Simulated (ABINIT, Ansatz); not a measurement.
Planning a run of ABINIT 10.8.3 on Sr2MgH6 (P-3m1). The input:

```
acell 3*1.0 Angstrom
rprim 
  5.475438295790 0.000000000002 0.000000000000
  -2.737719147897 4.741868661007 0.000000000000
  0.000000000000 0.000000000000 4.188467730000
ntypat 3
znucl 38 12 1
natom 9
typat 1 1 2 3 3 3 3 3 3
xred 
  0.666666666667 0.333333333333 0.263532570000
  0.333333333333 0.666666666667 0.736467430000
  0.000000000000 0.000000000000 0.000000000000
  0.823459443333 0.646918886667 0.765248350000
  0.823459443333 0.176540556667 0.765248350000
  0.353081113333 0.176540556667 0.765248350000
  0.176540556667 0.353081113333 0.234751650000
  0.176540556667 0.823459443333 0.234751650000
  0.646918886667 0.823459443333 0.234751650000
pp_dirpath "pseudos"
pseudos "Sr.upf, Mg.upf, H.upf"
ecut 38
ngkpt 3 3 4
nshiftk 1
shiftk 0 0 0
kptopt 1
chksymbreak 0
istwfk *1
occopt 1
irdwfk 1
optdriver 3
nband 90
ecuteps 4.2
inclvkb 2
awtr 1
symchi 1
indata_prefix "in"
outdata_prefix "out"
tmpdata_prefix "tmp"
```

```sh
OMP_NUM_THREADS=1 mpirun -n 4 abinit run.abi > log
```

**Question.** Estimate wall time and host memory on 4 MPI ranks of Arm Neoverse V1, shared host.

It took 67 s; on shared hardware allow 34 s to 2.2 min. Peak host memory was 1.6 GiB.

[Paths, hosts, dates, memory and timing lines, banners, echoed tables and standing remarks are left out of the program output.]

[Logs are printed without paths, hosts, clocks, repeated set-up lines and the standing remarks that a program may print on its own settings, such as how far it seeks lower states.]

[Runs of the session that timed out or met a known fault of the program may be left out.]

[Hosts, paths, dates, database ids (printed as entryN), source tags and the programs' standing remarks are cut or masked in the printed files.]

[G0W0 gaps are taken among the corrected bands and points alone; a level outside them can change the order at an edge.]

[Where Ansatz stands beside ABINIT at settings called matched, ABINIT's density can come from a denser mesh and the files from another edition; pairs whose starting gaps differed by over 0.03 eV were left out, so agreement reads better than it is.]
